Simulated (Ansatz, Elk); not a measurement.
**Optical response of LuTlTeSe (model structure)**

Wanted: where LuTlTeSe (model structure) starts to absorb, how strongly, and its refractive index. The structure is a model and need not exist. It was built so: 1 of the 2 Te atoms of the cell replaced by Se in the R-3m structure of LuTlTe2. The cell is first relaxed with Ansatz.

Program: Elk 11.2.3 (patched build). Level of theory: DFT, PBE, all-electron APW+lo, Dirac cores, scalar-relativistic bands, independent-particle optical response without local fields. Values are calculated unless marked as measured.

**1. The starting structure**

Symmetry: R3m, No. 160, trigonal system. The conventional cell has a = 4.258 Å, b = 4.258 Å, c = 23.748 Å, α = 90.00°, β = 90.00°, γ = 120.00°. Nearest to Tl lie 3 Te at 3.37 Å and 3 Se at 3.37 Å. Nearest to Lu lie 3 Se at 2.96 Å and 3 Te at 2.96 Å. Te has 3 Lu at 2.96 Å and 3 Tl at 3.37 Å nearest. Nearest to Se lie 3 Lu at 2.96 Å and 3 Tl at 3.37 Å. Farther neighbours, and contacts between anions beyond the nearest, are not listed.

**2. Relaxation**

The structure was built or cut out here, so it is relaxed before any spectrum is computed.

This step: DFT, PBE, plane-wave PAW, default files, scalar-relativistic, relaxation (Ansatz 0.2.0).

input.yaml

```yaml
crystal:
  lattice:
    - [2.1292079718, 1.2292987973, 7.9160068797]
    - [-2.1292079718, 1.2292987973, 7.9160068797]
    - [0.0, -2.4585975896, 7.9160068805]
  atoms:
    - { symbol: Tl, position: [0.0, 0.0, 0.0] }
    - { symbol: Lu, position: [0.5, 0.5, 0.5] }
    - { symbol: Te, position: [0.76399679, 0.76399679, 0.76399679] }
    - { symbol: Se, position: [0.23600321, 0.23600321, 0.23600321] }
kpoints:
  mp_grid: { grid: [6, 6, 6] }
scf:
  occupations: { method: fermi_dirac, width: 0.05 }
hamiltonian:
  xc: pbe
output:
  forces: true
  stress: true
relax:
  f_tol: 0.02
  max_steps: 50
  cell: {}
```

Started as:

```
$ ansatz run input.yaml --threads 4 --pin off --max-ram 8192MiB --backend cpu --events-out ev --progress --plain --runs-dir out
```

Output:

```text
basis.fft_grid_basis auto: the FFT boxes are laid along the combinations [[1, 0, -1], [0, 1, -1], [0, 0, 1]] of the cell's own vectors, 4.258, 4.258 and 8.289 Å long. The dense box has 30×30×60 points. Along the cell's own vectors, as sized, it would have 60×60×60, 4.00 times as many. Of the 6 symmetry operations that the crystal satisfies within crystal.symmetry.tolerance (time reversal apart; of a slab, those that  [...]
Engine: ansatz 0.2.0, aarch64-unknown-linux-gnu
Pseudopotentials: kind: paw
Pseudopotential: Tl, paw, valence charge 13, recommended cutoff 420 eV (normal), Tl.paw.azcp
Pseudopotential: Lu, paw, valence charge 25, recommended cutoff 420 eV (normal), Lu.paw.azcp
Pseudopotential: Te, paw, valence charge 16, recommended cutoff 420 eV (normal), Te.paw.azcp
Pseudopotential: Se, paw, valence charge 16, recommended cutoff 420 eV (normal), Se.paw.azcp
Functional definition: PBE
  parameter kappa = 0.804
  parameter beta = 0.066725
  exchange = pbe_x(kappa = kappa, mu = beta*pi^2/3)
  correlation = pbe_c(beta = beta)
Crystal: 4 atoms, lattice volume = 124.318 Å³
Basis set: ecut = 420 eV, 2439 PW (Γ), FFT grids on a1−a3, a2−a3, a3, exchange–correlation on 60×60×120 points (8 copies of the dense FFT grid, shifted against one another)
Bands: 42, of which v1, the nominal top of the filled ones, is band 35 counted from 1 (34 counted from 0)
Symmetry: 6 space group operations
Space group: R3m (ITA 160), of the structure as read, at distance tolerance 5.0e-5 Å
k-points: 32 of 216 (time reversal used)
Non-local potential: Tl, projectors of the file, l = 0: 2, l = 1: 2, l = 2: 2, l = 3: 1
Non-local potential: Lu, projectors of the file, l = 0: 3, l = 1: 2, l = 2: 2, l = 3: 3
Non-local potential: Te, projectors of the file, l = 0: 2, l = 1: 2, l = 2: 2, l = 3: 2
Non-local potential: Se, projectors of the file, l = 0: 2, l = 1: 2, l = 2: 3, l = 3: 1
PAW form: soft (Blöchl's): semilocal exchange-correlation on the pseudo side does not see the compensation charge
PAW one-centre angular grid: Tl, 590 points (default); XC on 64 Gauss nodes
PAW one-centre angular grid: Lu, 590 points (default); XC on 64 Gauss nodes
PAW one-centre angular grid: Te, 590 points (default); XC on 64 Gauss nodes
PAW one-centre angular grid: Se, 590 points (default); XC on 64 Gauss nodes
Initial density: superposition of atomic densities (neutral atoms: chi_scale 0, normalization atom), corrected by the library's trained network
Initial wavefunctions: pseudopotential atomic-orbital guess
Functional: x = pbe(κ = 0.804, μ = 0.219515), c = pbe(β = 0.066725)
SCF iter   1: F=—  HF=-38630.073343 eV  |F-HF|=—  |Δ(HF+E_count)|=         —  Δρ=1.17e-3  dr2=6.00e-3  ethr=1.77e-3  ⟨swp⟩=7.5  Hψ=5790  notcnv=0  defer=2
preconditioner: auto → Resta (q_TF=auto, 2.479 Å⁻¹)  ε∞=6.0  [insulator: Δε(μ)=0.847 eV  Ē_g=9.634 eV  σ=0.050 eV  W_gap=1.00  n_scr=30 (ndim 8)  ℏωp=21.6 eV  f_vac=0.047  D(μ)=0.00/eV (n_scr^D=0)  ε∞_Penn≈6.0]
SCF iter   2: F=—  HF=-38630.068774 eV  |F-HF|=—  |Δ(HF+E_count)|=   4.57e-3  Δρ=7.43e-4  dr2=1.49e-3  ethr=8.57e-6  ⟨swp⟩=3.0  Hψ=3268  notcnv=0  defer=26
SCF iter   3: F=—  HF=-38630.068326 eV  |F-HF|=—  |Δ(HF+E_count)|=   4.48e-4  Δρ=4.90e-4  dr2=6.26e-4  ethr=2.13e-6  ⟨swp⟩=3.0  Hψ=2629  notcnv=0  defer=26
SCF iter   4: F=—  HF=-38630.068212 eV  |F-HF|=—  |Δ(HF+E_count)|=   1.14e-4  Δρ=2.52e-4  dr2=1.07e-4  ethr=8.94e-7  ⟨swp⟩=2.0  Hψ=1910  notcnv=0  defer=26
SCF iter   5: F=—  HF=-38630.068197 eV  |F-HF|=—  |Δ(HF+E_count)|=   1.46e-5  Δρ=8.24e-5  dr2=1.42e-5  ethr=1.53e-7  ⟨swp⟩=2.1  Hψ=2430  notcnv=0  defer=26
SCF iter   6: F=—  HF=-38630.068195 eV  |F-HF|=—  |Δ(HF+E_count)|=   2.52e-6  Δρ=2.36e-5  dr2=1.07e-6  ethr=2.02e-8  ⟨swp⟩=2.0  Hψ=2142  notcnv=0  defer=26
SCF iter   7: F=—  HF=-38630.068195 eV  |F-HF|=—  |Δ(HF+E_count)|=   6.09e-7  Δρ=7.93e-6  dr2=1.00e-7  ethr=1.52e-9  ⟨swp⟩=2.1  Hψ=2455  notcnv=0  defer=26
SCF iter   8: F=-38630.068196 eV  HF=-38630.068196 eV  |F-HF|=6.74e-9  |Δ(HF+E_count)|=   8.58e-8  Δρ=3.34e-6  dr2=2.26e-8  ethr=1.43e-10  ⟨swp⟩=6.0  Hψ=6900  notcnv=0
SCF 1 converged in 8 iterations: F = -38630.068196 eV  dr2 = 2.26e-8
  greatest PAW one-centre occupation: 1.000 electrons in one spin orbital (limit 2), on the Se atom at site 3 (counted from 0), in its partial waves of l = 2
relax step   1: F+E_penalty+E_count = -38630.06819556 eV  Δ(F+E_penalty+E_count) = +0.000e0 eV  max|allowed force component| = 1.506e0 eV/Å  Δτ_max = 0.0000 Å  P = +0.424 GPa  Ω = 124.318 Å³  (8 SCF iters, dr2 threshold 1.00e-7 eV, accepted)
Crystal: 4 atoms, lattice volume = 125.174 Å³
Initial density: handed on by an earlier stage of this run
Initial wavefunctions: those handed on with the density
iter 1 solved again at ethr=6.83e-4 eV; its pass at ethr=3.10e-3 eV (dr2=4.78e-1 eV) is discarded
SCF iter   1: F=—  HF=-38630.317630 eV  |F-HF|=—  |Δ(HF+E_count)|=         —  Δρ=2.08e-2  dr2=4.79e-1  ethr=6.83e-4  ⟨swp⟩=2.0  Hψ=7612  notcnv=0
preconditioner: auto → Resta (q_TF=auto, 2.476 Å⁻¹)  ε∞=5.9  [insulator: Δε(μ)=0.877 eV  Ē_g=9.712 eV  σ=0.050 eV  W_gap=1.00  n_scr=30 (ndim 8)  ℏωp=21.5 eV  f_vac=0.048  D(μ)=0.00/eV (n_scr^D=0)  ε∞_Penn≈5.9]
SCF iter   2: F=—  HF=-38630.185601 eV  |F-HF|=—  |Δ(HF+E_count)|=   1.32e-1  Δρ=6.45e-3  dr2=4.29e-2  ethr=6.83e-4  ⟨swp⟩=3.6  Hψ=2703  notcnv=0
SCF iter   3: F=—  HF=-38630.178320 eV  |F-HF|=—  |Δ(HF+E_count)|=   7.28e-3  Δρ=3.28e-3  dr2=5.37e-3  ethr=6.13e-5  ⟨swp⟩=3.6  Hψ=3026  notcnv=0
SCF iter   4: F=—  HF=-38630.183783 eV  |F-HF|=—  |Δ(HF+E_count)|=   5.46e-3  Δρ=1.35e-3  dr2=2.17e-3  ethr=7.67e-6  ⟨swp⟩=3.0  Hψ=3668  notcnv=0  defer=15
SCF iter   5: F=—  HF=-38630.181403 eV  |F-HF|=—  |Δ(HF+E_count)|=   2.38e-3  Δρ=3.68e-4  dr2=2.43e-4  ethr=3.10e-6  ⟨swp⟩=3.0  Hψ=3673  notcnv=0  defer=34
SCF iter   6: F=—  HF=-38630.181482 eV  |F-HF|=—  |Δ(HF+E_count)|=   7.91e-5  Δρ=2.17e-4  dr2=9.17e-5  ethr=3.47e-7  ⟨swp⟩=2.0  Hψ=2391  notcnv=0  defer=34
SCF iter   7: F=—  HF=-38630.181523 eV  |F-HF|=—  |Δ(HF+E_count)|=   4.09e-5  Δρ=7.77e-5  dr2=9.58e-6  ethr=1.31e-7  ⟨swp⟩=2.0  Hψ=2363  notcnv=0  defer=34
SCF iter   8: F=—  HF=-38630.181524 eV  |F-HF|=—  |Δ(HF+E_count)|=   1.11e-6  Δρ=2.33e-5  dr2=7.95e-7  ethr=1.37e-8  ⟨swp⟩=2.8  Hψ=2603  notcnv=0  defer=34
SCF iter   9: F=-38630.181524 eV  HF=-38630.181524 eV  |F-HF|=8.39e-8  |Δ(HF+E_count)|=   6.01e-7  Δρ=6.74e-6  dr2=7.77e-8  ethr=5.71e-10  ⟨swp⟩=6.4  Hψ=7031  notcnv=0
SCF 2 converged in 9 iterations: F = -38630.181524 eV  dr2 = 7.77e-8
relax step   2: F+E_penalty+E_count = -38630.18152447 eV  Δ(F+E_penalty+E_count) = -1.133e-1 eV  max|allowed force component| = 6.324e-1 eV/Å  Δτ_max = 0.1966 Å  P = -0.162 GPa  Ω = 125.174 Å³  energy of the carried Pulay correction = -1.586e-4 eV  (9 SCF iters, dr2 threshold 4.00e-7 eV, accepted)
Crystal: 4 atoms, lattice volume = 125.162 Å³
iter 1 solved again at ethr=5.86e-5 eV; its pass at ethr=3.10e-3 eV (dr2=4.10e-2 eV) is discarded
SCF iter   1: F=—  HF=-38630.220014 eV  |F-HF|=—  |Δ(HF+E_count)|=         —  Δρ=6.13e-3  dr2=4.02e-2  ethr=5.86e-5  ⟨swp⟩=2.0  Hψ=7049  notcnv=0
preconditioner: auto → Resta (q_TF=auto, 2.476 Å⁻¹)  ε∞=6.0  [insulator: Δε(μ)=0.921 eV  Ē_g=9.651 eV  σ=0.050 eV  W_gap=1.00  n_scr=30 (ndim 8)  ℏωp=21.5 eV  f_vac=0.051  D(μ)=0.00/eV (n_scr^D=0)  ε∞_Penn≈6.0]
SCF iter   2: F=—  HF=-38630.209004 eV  |F-HF|=—  |Δ(HF+E_count)|=   1.10e-2  Δρ=1.87e-3  dr2=3.65e-3  ethr=5.75e-5  ⟨swp⟩=3.0  Hψ=2581  notcnv=0
SCF iter   3: F=—  HF=-38630.208429 eV  |F-HF|=—  |Δ(HF+E_count)|=   5.75e-4  Δρ=9.81e-4  dr2=4.76e-4  ethr=5.21e-6  ⟨swp⟩=3.0  Hψ=2871  notcnv=0
SCF iter   4: F=—  HF=-38630.208754 eV  |F-HF|=—  |Δ(HF+E_count)|=   3.25e-4  Δρ=2.27e-4  dr2=7.71e-5  ethr=6.81e-7  ⟨swp⟩=2.8  Hψ=2704  notcnv=0
SCF iter   5: F=—  HF=-38630.208741 eV  |F-HF|=—  |Δ(HF+E_count)|=   1.34e-5  Δρ=1.15e-4  dr2=1.80e-5  ethr=1.10e-7  ⟨swp⟩=3.0  Hψ=2813  notcnv=0
SCF iter   6: F=—  HF=-38630.208736 eV  |F-HF|=—  |Δ(HF+E_count)|=   4.36e-6  Δρ=7.11e-5  dr2=8.06e-6  ethr=2.57e-8  ⟨swp⟩=3.0  Hψ=2982  notcnv=0
SCF iter   7: F=—  HF=-38630.208739 eV  |F-HF|=—  |Δ(HF+E_count)|=   3.08e-6  Δρ=2.03e-5  dr2=1.09e-6  ethr=1.15e-8  ⟨swp⟩=2.0  Hψ=2436  notcnv=0
SCF iter   8: F=—  HF=-38630.208740 eV  |F-HF|=—  |Δ(HF+E_count)|=   1.84e-7  Δρ=1.07e-5  dr2=1.36e-7  ethr=5.71e-10  ⟨swp⟩=6.4  Hψ=7032  notcnv=0
SCF iter   9: F=-38630.208740 eV  HF=-38630.208740 eV  |F-HF|=5.24e-10  |Δ(HF+E_count)|=   5.85e-8  Δρ=2.46e-6  dr2=1.28e-8  ethr=1.94e-10  ⟨swp⟩=5.8  Hψ=6128  notcnv=0
SCF 3 converged in 9 iterations: F = -38630.208740 eV  dr2 = 1.28e-8
relax step   3: F+E_penalty+E_count = -38630.20873956 eV  Δ(F+E_penalty+E_count) = -2.722e-2 eV  max|allowed force component| = 4.319e-2 eV/Å  Δτ_max = 0.0578 Å  P = -0.010 GPa  Ω = 125.162 Å³  energy of the carried Pulay correction = -1.564e-4 eV  (9 SCF iters, dr2 threshold 4.00e-7 eV, accepted)
[...]
relax step   4: F+E_penalty+E_count = -38630.21038293 eV  Δ(F+E_penalty+E_count) = -1.643e-3 eV  max|allowed force component| = 4.864e-2 eV/Å  Δτ_max = 0.0059 Å  P = +0.029 GPa  Ω = 125.088 Å³  energy of the carried Pulay correction = -1.427e-4 eV  (6 SCF iters, dr2 threshold 2.08e-7 eV, accepted)
[...]
relax step   5: F+E_penalty+E_count = -38630.21081668 eV  Δ(F+E_penalty+E_count) = -4.337e-4 eV  max|allowed force component| = 2.835e-2 eV/Å  Δτ_max = 0.0138 Å  P = -0.065 GPa  Ω = 125.681 Å³  energy of the carried Pulay correction = -2.520e-4 eV  (7 SCF iters, dr2 threshold 1.48e-7 eV, accepted)
[...]
relax step   6: F+E_penalty+E_count = -38630.21101619 eV  Δ(F+E_penalty+E_count) = -1.995e-4 eV  max|allowed force component| = 1.876e-2 eV/Å  Δτ_max = 0.0029 Å  P = -0.006 GPa  Ω = 125.446 Å³  energy of the carried Pulay correction = -2.088e-4 eV  (6 SCF iters, dr2 threshold 5.02e-8 eV, accepted)
Initial wavefunctions: pseudopotential atomic-orbital guess (no wavefunctions were taken with the density)
iter 1 solved again at ethr=3.56e-8 eV; its pass at ethr=3.10e-3 eV (dr2=2.49e-5 eV) is discarded
SCF iter   1: F=—  HF=-38630.210581 eV  |F-HF|=—  |Δ(HF+E_count)|=         —  Δρ=1.59e-4  dr2=7.68e-7  ethr=3.56e-8  ⟨swp⟩=5.0  Hψ=11553  notcnv=0
preconditioner: auto → Resta (q_TF=auto, 2.476 Å⁻¹)  ε∞=6.0  [insulator: Δε(μ)=0.932 eV  Ē_g=9.644 eV  σ=0.050 eV  W_gap=1.00  n_scr=30 (ndim 8)  ℏωp=21.5 eV  f_vac=0.050  D(μ)=0.00/eV (n_scr^D=0)  ε∞_Penn≈6.0]
SCF iter   2: F=—  HF=-38630.211065 eV  |F-HF|=—  |Δ(HF+E_count)|=   4.83e-4  Δρ=8.07e-5  dr2=1.93e-7  ethr=1.10e-9  ⟨swp⟩=2.0  Hψ=2454  notcnv=0
SCF iter   3: F=—  HF=-38630.211228 eV  |F-HF|=—  |Δ(HF+E_count)|=   1.64e-4  Δρ=1.09e-5  dr2=2.49e-8  ethr=2.75e-10  ⟨swp⟩=2.9  Hψ=2568  notcnv=0
SCF iter   4: F=—  HF=-38630.211231 eV  |F-HF|=—  |Δ(HF+E_count)|=   2.24e-6  Δρ=2.56e-6  dr2=1.25e-9  ethr=3.56e-11  ⟨swp⟩=3.0  Hψ=3358  notcnv=0
SCF iter   5: F=—  HF=-38630.211231 eV  |F-HF|=—  |Δ(HF+E_count)|=   1.30e-7  Δρ=4.34e-7  dr2=1.89e-10  ethr=1.78e-12  ⟨swp⟩=2.7  Hψ=2529  notcnv=0
SCF iter   6: F=—  HF=-38630.211231 eV  |F-HF|=—  |Δ(HF+E_count)|=  1.02e-10  Δρ=2.08e-7  dr2=5.22e-11  ethr=1.00e-12  ⟨swp⟩=6.4  Hψ=7104  notcnv=0
SCF iter   7: F=-38630.211231 eV  HF=-38630.211231 eV  |F-HF|=7.28e-12  |Δ(HF+E_count)|=  4.07e-10  Δρ=6.27e-8  dr2=7.19e-12  ethr=1.00e-12  ⟨swp⟩=5.8  Hψ=6002  notcnv=0
SCF 7 converged in 7 iterations: F = -38630.211231 eV  dr2 = 7.19e-12
relax step   7: F+E_penalty+E_count = -38630.21123082 eV  Δ(F+E_penalty+E_count) = -2.146e-4 eV  max|allowed force component| = 1.874e-2 eV/Å  Δτ_max = 0.0000 Å  P = -0.005 GPa  Ω = 125.446 Å³  stress off target by 1.38e-2 GPa  SCF on the basis re-selected at this cell (its energy is not comparable with the rows above)  (7 SCF iters)
basis re-selected at this cell: Δ(F+E_penalty+E_count) = -2.146e-4 eV, ΔP = +0.000 GPa vs the last step (what re-selecting the basis moved, of the pressure what is left beyond the Pulay correction that the steps carried, after the strain that the cell walked since its last selection, with what the two solves' SCF thresholds leave and, on support functions, any second-order correction that the steps lacked; it is no m [...]
SCF converged after 7 iterations
Free energy (F): -38630.211231 eV
Harris-Foulkes:  -38630.211231 eV  (|F-HF|=7.28e-12)
Internal energy: -38630.211228 eV  (E = F + TS)
E sigma→0 (E₀):  -38630.211230 eV
Entropy (-TS):   -0.000002 eV (-0.001 meV/atom)
Fermi energy:    9.743398 eV
--- Per-component energies (eV) ---
  E_band       = -741.612869
  E_kinetic    = 1048.214473
  E_local      = -13505.949282  (includes V_loc(G=0)·N_el)
  E_nonlocal   = -12.162240
  E_hartree    = 6204.346753
  E_xc         = -678.463271
  E_vxc        = -603.764465  (∫ρ·V_xc dr)
  E_paw        = -24109.572430  (= ΣΔE_a)
  E_vpaw       = -76.644239  (= ΣTr[D̂ρ^β])
  E_aug_tail   = -0.000696  (compensation charges beyond the density's cutoff)
  E_ewald      = -7576.624536
  E_smearing   = -0.000002  (= −TS)
  E_closure    = -0.000000  (closes the sum)
  Σ components = -38630.211231   (vs F -38630.211231, Δ=0.00e0)
--- Forces (eV/Å), atoms counted from 1 ---
  atom   1  Tl     0.00000000     0.00000000     0.01701728
  atom   2  Lu     0.00000000     0.00000000     0.00722688
  atom   3  Te    -0.00000000    -0.00000000    -0.01873991
  atom   4  Se    -0.00000000    -0.00000000    -0.00550511
  max |Σ_I F_I| component: 8.63e-7 eV/Å
--- Stress (GPa, compression-positive) ---
       -0.001027       0.000000       0.000000
        0.000000      -0.001027      -0.000000
        0.000000      -0.000000      -0.013797
  P = ⅓ Tr σ = -0.0053 GPa (-0.053 kbar)
--- Relaxed structure (6 steps of the walk, 6 accepted, 1 SCFs on fresh bases) ---
  F+E_penalty+E_count = -38630.21123082 eV   max|allowed force component| = 1.874e-2 eV/Å   (the final SCF, on the basis selected at the relaxed cell)
  cell:  # Å, volume = 125.4461 Å³
    - [2.125733, 1.227292, 8.013997]
    - [-2.125733, 1.227292, 8.013997]
    - [2.970213e-19, -2.454585, 8.013997]
  atoms:
    - { symbol: Tl, position: [-0.0020574, -0.0020574, -0.0020574] }
    - { symbol: Lu, position: [0.505658, 0.505658, 0.505658] }
    - { symbol: Te, position: [0.763725, 0.763725, 0.763725] }
    - { symbol: Se, position: [0.232674, 0.232674, 0.232674] }
```

Run time: 60 s. Hardware: 4 threads of Arm Neoverse N1, shared host; peak memory 0.56 GiB.

Reading the cycles: dr2 is the Hartree energy of the density residual (eV), the measure of convergence; HF is the Harris–Foulkes estimate of the energy, which meets the free energy F at convergence.

Step by step:

```
step  energy less that of the first step (eV)  largest force component (eV/Å)  pressure (GPa)  volume (Å³)
   1                                   0.0000                          1.5060            0.42       124.32
   2                                  -0.1133                          0.6324           -0.16       125.17
   3                                  -0.1405                          0.0432           -0.01       125.16
   4                                  -0.1422                          0.0486            0.03       125.09
   5                                  -0.1426                          0.0284           -0.06       125.68
   6                                  -0.1428                          0.0188           -0.01       125.45
  7*                                  -0.1430                          0.0187           -0.01       125.45
```

Relaxation steps marked * repeat the geometry before them on a plane-wave basis chosen anew for their cell, so energy and pressure can jump there.

The run keeps the 6 symmetry operations that the program found, so distortions that break them were not tested.

```
conventional cell, symmetrised  before   after  change
                         a (Å)   4.258   4.251  -0.2 %
                         b (Å)   4.258   4.251  -0.2 %
                         c (Å)  23.748  24.042  +1.2 %
              volume (Å³/atom)   31.08   31.36  +0.9 %
```

The atoms that moved most (Å, as changes of fractional coordinates times the final cell):

```
atom     dx     dy      dz  length
 Lu2  0.000  0.000   0.136   0.136
 Se4  0.000  0.000  -0.080   0.080
 Tl1  0.000  0.000  -0.049   0.049
 Te3  0.000  0.000  -0.007   0.007
```

The relaxation ends with a largest force component of 0.019 eV/Å and a pressure of -0.01 GPa.

(Part 1 of 3 ends here.)

[Long decimals in the printed logs are rounded to 6 places.]

[Machine, clock and banner lines and Python warnings are left out of the logs.]

[Logs are printed without paths, hosts, clocks, repeated set-up lines and the standing remarks that a program may print on its own settings, such as how far it seeks lower states.]

[Hosts, paths, dates, database ids (printed as entryN), source tags and the programs' standing remarks are cut or masked in the printed files.]

[Where Elk ran, warnings of its patched build on accuracy (core leakage, angular cutoffs, spin-orbit splittings, empty states, lower magnetic states) are left out.]

[Where the starting crystal was built by hand or by swapping elements, it need not be the compound's stable phase.]

[The count of steps not shown may lack steps that the program refused or didn't finish.]
